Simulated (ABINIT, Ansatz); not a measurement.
# How the form of the self-energy moves the gap of BaNaH6Ir (F-43m), part 2 of 2

Aim: compare treatments of exchange, screening and correlation for the gap of BaNaH6Ir (F-43m).

ABINIT 10.8.3; LDA and many-body steps on it, plane waves. Known limits of the many-body steps: not at the basis limit; no spin polarisation; d states lean on the start; no spin-orbit coupling; coarse k mesh.

So far. Step 5 (G0W0, von der Linden-Horsch plasmon pole): Against G0W0 in ABINIT (2×2×2 mesh, 100 bands, screening to 114.3 eV, Godby-Needs plasmon pole), the gap moves by +0.020 eV. Step 6 (G0W0, Engel-Farid plasmon pole): Against G0W0 in ABINIT (2×2×2 mesh, 100 bands, screening to 114.3 eV, Godby-Needs plasmon pole), the gap moves by +0.022 eV.

## 7. One-shot Hartree-Fock

This step: one-shot Hartree-Fock on LDA, plane waves, norm-conserving pseudopotentials.

File run.abi:

```
acell 3*1.0 Angstrom
rprim 
  -0.000000000000 3.922549000000 3.922549000000
  3.922549000000 -0.000000000000 3.922549000000
  3.922549000000 3.922549000000 -0.000000000000
ntypat 4
znucl 11 56 1 77
natom 9
typat 1 2 3 3 3 3 3 3 4
xred 
  0.250000000000 0.250000000000 0.250000000000
  0.750000000000 0.750000000000 0.750000000000
  0.784973000000 0.215027000000 0.215027000000
  0.215027000000 0.784973000000 0.215027000000
  0.784973000000 0.784973000000 0.215027000000
  0.215027000000 0.784973000000 0.784973000000
  0.784973000000 0.215027000000 0.784973000000
  0.215027000000 0.215027000000 0.784973000000
  0.000000000000 0.000000000000 0.000000000000
pp_dirpath "pseudos"
pseudos "Na.upf, Ba.upf, H.upf, Ir.upf"
ecut 38
ngkpt 2 2 2
nshiftk 1
shiftk 0 0 0
kptopt 1
chksymbreak 0
istwfk *1
occopt 1
irdwfk 1
optdriver 4
nband 25
gwcalctyp 5
ecutsigx 38
symsigma 1
nkptgw 2
kptgw 
  0.0000000000 0.0000000000 0.0000000000
  0.5000000000 0.5000000000 0.0000000000
bdgw 
  19 24
  20 23
ixc_sigma 40
fftgw 31
indata_prefix "in"
outdata_prefix "out"
tmpdata_prefix "tmp"
```

Run with:

```
OMP_NUM_THREADS=1 mpirun -n 4 abinit run.abi > log
```

Numbers of over 12 decimals in the logs are rounded to 6 here.

Output:

```text
.Version 10.8.3 of ABINIT. v10.8.2 released Aug 2026.

 Symmetries : space group F-4 3 m (#216); Bravais cF (face-center cubic)
[... echo of the input left out ...]
== DATASET  1 ==================================================================
-   mpi_nproc: 4, omp_nthreads: 1 (-1 if OMP is not activated)

--- !DatasetInfo
iteration_state: {dtset: 1, }
dimensions: {natom: 9, nkpt: 3, mband: 25, nsppol: 1, nspinor: 1, nspden: 1, mpw: 9185, }
cutoff_energies: {ecut:  38.0, pawecutdg:  -1.0, }
[...]
Band     E0 <VxcDFT>   SigX SigC(E0)      Z dSigC/dE  Sig(E)    E-E0       E
[...]
22   4.712 -11.462  -7.150   0.000   1.000   0.000  -7.150   4.312   9.024
       23   6.945 -11.156  -6.632   0.000   1.000   0.000  -6.632   4.524  11.469

== END DATASET(S) ==============================================================
================================================================================

 -outvars: echo values of variables after computation  --------
           etotal      0.0000000000E+00
            nband          25
             nkpt           3
          spgroup         216
 [... the other variables as echoed above ...]

 Calculation completed.
```

The job ended after 4.8 s (4 MPI ranks of Arm Neoverse V1, shared host; peak memory 0.25 GiB; 19 s of CPU time).

Numbers from this step:

```
quasiparticle gap on the points computed              : 10.77 eV
starting gap on the mesh                              : 2.990 eV
k of the valence top                                  : 0, 0, 0
k of the conduction bottom                            : 0.5, 0.5, 0
least direct quasiparticle gap on the computed points : 10.80 eV
```

Against G0W0 in ABINIT (2×2×2 mesh, 100 bands, screening to 114.3 eV, Godby-Needs plasmon pole), the gap moves by +6.610 eV.

## 8. Screening, 2×2×2 mesh, 100 bands, screening to 114.3 eV

This step: RPA screening on LDA, plane waves, norm-conserving pseudopotentials.

Edit run.abi of step 7 so:

```diff
@@ -30,16 +30,14 @@
 irdwfk 1
-optdriver 4
-nband 25
-gwcalctyp 5
-ecutsigx 38
-symsigma 1
-nkptgw 2
-kptgw 
-  0.0000000000 0.0000000000 0.0000000000
-  0.5000000000 0.5000000000 0.0000000000
-bdgw 
-  19 24
-  20 23
-ixc_sigma 40
-fftgw 31
+optdriver 3
+nband 100
+ecuteps 4.2
+inclvkb 2
+awtr 1
+symchi 1
+gwcalctyp 2
+nfreqre 16
+freqremax 40 eV
+nfreqim 8
+spmeth 1
+nomegasf 120
 indata_prefix "in"
```

Output:

```text
.Version 10.8.3 of ABINIT. v10.8.2 released Aug 2026.

 Symmetries : space group F-4 3 m (#216); Bravais cF (face-center cubic)
[... echo of the input left out ...]
== DATASET  1 ==================================================================
-   mpi_nproc: 4, omp_nthreads: 1 (-1 if OMP is not activated)

--- !DatasetInfo
iteration_state: {dtset: 1, }
dimensions: {natom: 9, nkpt: 3, mband: 100, nsppol: 1, nspinor: 1, nspden: 1, mpw: 9185, }
cutoff_energies: {ecut:  38.0, pawecutdg:  -1.0, }
electrons: {nelect:   4.20000000E+01, charge:   0.00000000E+00, occopt:   1.00000000E+00, tsmear:   1.00000000E-02, }

 SCREENING: Calculation of the susceptibility and dielectric matrices

 Based on a program developped by R.W. Godby, V. Olevano, G. Onida, and L. Reining.
 Incorporated in ABINIT by V. Olevano, G.-M. Rignanese, and M. Torrent.
.Using double precision arithmetic ; gwpc =  8

[... cell and pseudopotentials left out ...]
--------------------------------------------------------------------------------

 ==== K-mesh for the wavefunctions ====
 Number of points in the irreducible wedge :     3
[... list of points left out ...]
 Together with 24 symmetry operations and time-reversal symmetry
 yields     8 points in the full Brillouin Zone.

 ==== Q-mesh for the screening function ====
 Number of points in the irreducible wedge :     3
[... list of points left out ...]
 Together with 24 symmetry operations and time-reversal symmetry
 yields     8 points in the full Brillouin Zone.

 setmesh: FFT mesh size selected  =    40x   40x   40
          total number of points  =        64000

 vcoul_init : cutoff-mode = AUXILIARY_FUNCTION
 q-points for optical limit:   1
     1)      0.000010    0.000020    0.000030

- screening: taking advantage of time-reversal symmetry
- Maximum band index for partially occupied states nbvw = 21
- Remaining bands to be divided among processors   nbcw = 79
- Number of bands treated by each node ~19

 Number of electrons calculated from density =   42.0000; Expected =   42.0000
 average of density, n =  0.051561
 r_s =    1.6667
 omega_plasma =   21.9035 [eV]

 calculating chi0 at frequencies [eV] :
  1    0.000000E+00    0.000000E+00
  2    2.666667E+00    0.000000E+00
  3    5.333333E+00    0.000000E+00
[...]
23    0.000000E+00    5.578451E+01
 24    0.000000E+00    7.854520E+01

--------------------------------------------------------------------------------
  q-point number  1        q = ( 0.000000, 0.000000, 0.000000) [r.l.u.]
--------------------------------------------------------------------------------
[... chi0 elements left out ...]
  [... further frequencies ...]

 No. of calculated frequencies >  15, stop printing
 For q-point:  0.000010 0.000020 0.000030
  dielectric constant =   4.1367
  dielectric constant without local fields =   5.0825

  Average fulfillment of the sum rule on Im[epsilon] for q-point    1 :     55.89  [%]
[... wings left out ...]
  q-point number  2        q = ( 0.500000, 0.000000, 0.000000) [r.l.u.]
--------------------------------------------------------------------------------
[... chi0 elements left out ...]
  [... further frequencies ...]

 No. of calculated frequencies >  15, stop printing
  Average fulfillment of the sum rule on Im[epsilon] for q-point    2 :     63.34  [%]

 [... 1 further q-points ...]
```

The job ended after 22 s (4 MPI ranks; peak memory 2.3 GiB; 89 s of CPU time).

This step gave:

* ε∞ with local fields, on this mesh, along the program's q direction: 4.137
* the same without local fields: 5.082
* plasma frequency: 21.90 eV
* plane waves in the screening matrix: 331

## 9. G0W0, contour deformation

This step: G0W0 on LDA, plane waves, norm-conserving pseudopotentials.

Edit run.abi of step 8 so:

```diff
@@ -30,14 +30,16 @@
 irdwfk 1
-optdriver 3
+optdriver 4
 nband 100
+gwcalctyp 2
+ecutsigx 38
+symsigma 1
+nkptgw 2
+kptgw 
+  0.0000000000 0.0000000000 0.0000000000
+  0.5000000000 0.5000000000 0.0000000000
+bdgw 
+  19 24
+  20 23
 ecuteps 4.2
-inclvkb 2
-awtr 1
-symchi 1
-gwcalctyp 2
-nfreqre 16
-freqremax 40 eV
-nfreqim 8
-spmeth 1
-nomegasf 120
+irdscr 1
 indata_prefix "in"
```

Output:

```text
.Version 10.8.3 of ABINIT. v10.8.2 released Aug 2026.

 Symmetries : space group F-4 3 m (#216); Bravais cF (face-center cubic)
[... echo of the input left out ...]
== DATASET  1 ==================================================================
-   mpi_nproc: 4, omp_nthreads: 1 (-1 if OMP is not activated)

--- !DatasetInfo
iteration_state: {dtset: 1, }
dimensions: {natom: 9, nkpt: 3, mband: 100, nsppol: 1, nspinor: 1, nspden: 1, mpw: 9185, }
cutoff_energies: {ecut:  38.0, pawecutdg:  -1.0, }
[...]
Band     E0 <VxcDFT>   SigX SigC(E0)      Z dSigC/dE  Sig(E)    E-E0       E
[...]
23   6.945 -11.156  -6.632  -2.786   0.810  -0.235  -9.749   1.407   8.352
       23   0.000   0.000   0.000  -0.000   0.000   0.000  -0.000  -0.000  -0.000

== END DATASET(S) ==============================================================
================================================================================

 -outvars: echo values of variables after computation  --------
           etotal      0.0000000000E+00
            nband         100
             nkpt           3
          spgroup         216
 [... the other variables as echoed above ...]

 Calculation completed.
```

It took 7.8 s on 4 MPI ranks; peak memory 1.1 GiB.

This step gave:

```yaml
g0w0_gap_on_the_points_computed: 4.134 eV
starting_gap_on_the_mesh: 2.990 eV
k_of_the_valence_top: 0, 0, 0
k_of_the_conduction_bottom: 0.5, 0.5, 0
least_direct_g0w0_gap_on_the_computed_points: 4.188 eV
```

Against G0W0 in ABINIT (2×2×2 mesh, 100 bands, screening to 114.3 eV, Godby-Needs plasmon pole), the gap moves by −0.030 eV.

## 10. The runs together

Times are wall times on 4 MPI ranks of Arm Neoverse V1, shared host, good to a factor of about two. A run's time includes the screening step that it read.

| run | mesh | bands | screening cutoff (eV) | DFT gap (eV) | gap on the mesh (eV) | direct (eV) | ε∞ used | time |
| --- | --- | --- | --- | --- | --- | --- | --- | --- |
| G0W0, Godby-Needs plasmon pole | 2×2×2 | 100 | 114.3 | 2.990 | 4.164 | 4.219 | 4.10 | 27 s |
| G0W0, von der Linden-Horsch plasmon pole | 2×2×2 | 100 | 114.3 | 2.990 | 4.184 | 4.248 | 4.10 | 25 s |
| G0W0, Engel-Farid plasmon pole | 2×2×2 | 100 | 114.3 | 2.990 | 4.186 | 4.247 | 4.10 | 25 s |
| one-shot Hartree-Fock | 2×2×2 | - | - | 2.990 | 10.774 | 10.798 | - | 4.8 s |
| G0W0, contour deformation | 2×2×2 | 100 | 114.3 | 2.990 | 4.134 | 4.188 | 4.14 | 30 s |

## 11. What came out

```
G0W0, Godby-Needs plasmon pole           : 4.164 eV
G0W0, von der Linden-Horsch plasmon pole : 4.184 eV
G0W0, Engel-Farid plasmon pole           : 4.186 eV
one-shot Hartree-Fock                    : 10.774 eV
G0W0, contour deformation                : 4.134 eV
known limits                             : not at the basis limit; no spin polarisation; d states lean on the start; no spin-orbit coupling; coarse k mesh
```

**Reading.** G0W0, von der Linden-Horsch plasmon pole: +0.020 eV against G0W0, Godby-Needs plasmon pole. G0W0, Engel-Farid plasmon pole: +0.022 eV against G0W0, Godby-Needs plasmon pole. One-shot Hartree-Fock: +6.610 eV against G0W0, Godby-Needs plasmon pole. G0W0, contour deformation: −0.030 eV against G0W0, Godby-Needs plasmon pole. Bare exchange alone opens the gap to 10.77 eV; against G0W0, correlation takes back 6.61 eV. Bands and cutoff are finite, so the gap is not at the basis limit. The miss can reach some tenths of an eV and take either sign; the mesh is an error of its own. In the first G0W0 run levels were corrected at 2 k points alone, so a gap called «on the mesh» is the least over those, and an edge elsewhere would be missed. The 2×2×2 mesh is coarse for this cell, which bears on the long-range parts of exchange and screening. The runs have no spin polarisation. For a closed low-spin shell that is the natural state; where a d or f shell is open it is a constraint, and the gap is then not the crystal's own. With d states at the gap, one-shot GW leans hard on its start. The many-body steps are scalar-relativistic: spin-orbit coupling is not in them.

[Paths, hosts, dates, memory and timing lines, banners, echoed tables and standing remarks are left out of the program output.]

[Logs are printed without paths, hosts, clocks, repeated set-up lines and the standing remarks that a program may print on its own settings, such as how far it seeks lower states.]

[Runs of the session that timed out or met a known fault of the program may be left out.]

[No measured gap is set beside runs whose start may be inverted or whose files or cutoffs have a known fault.]

[Hosts, paths, dates, database ids (printed as entryN), source tags and the programs' standing remarks are cut or masked in the printed files.]

[G0W0 gaps are taken among the corrected bands and points alone; a level outside them can change the order at an edge.]

[Where Ansatz stands beside ABINIT at settings called matched, ABINIT's density can come from a denser mesh and the files from another edition; pairs whose starting gaps differed by over 0.03 eV were left out, so agreement reads better than it is.]
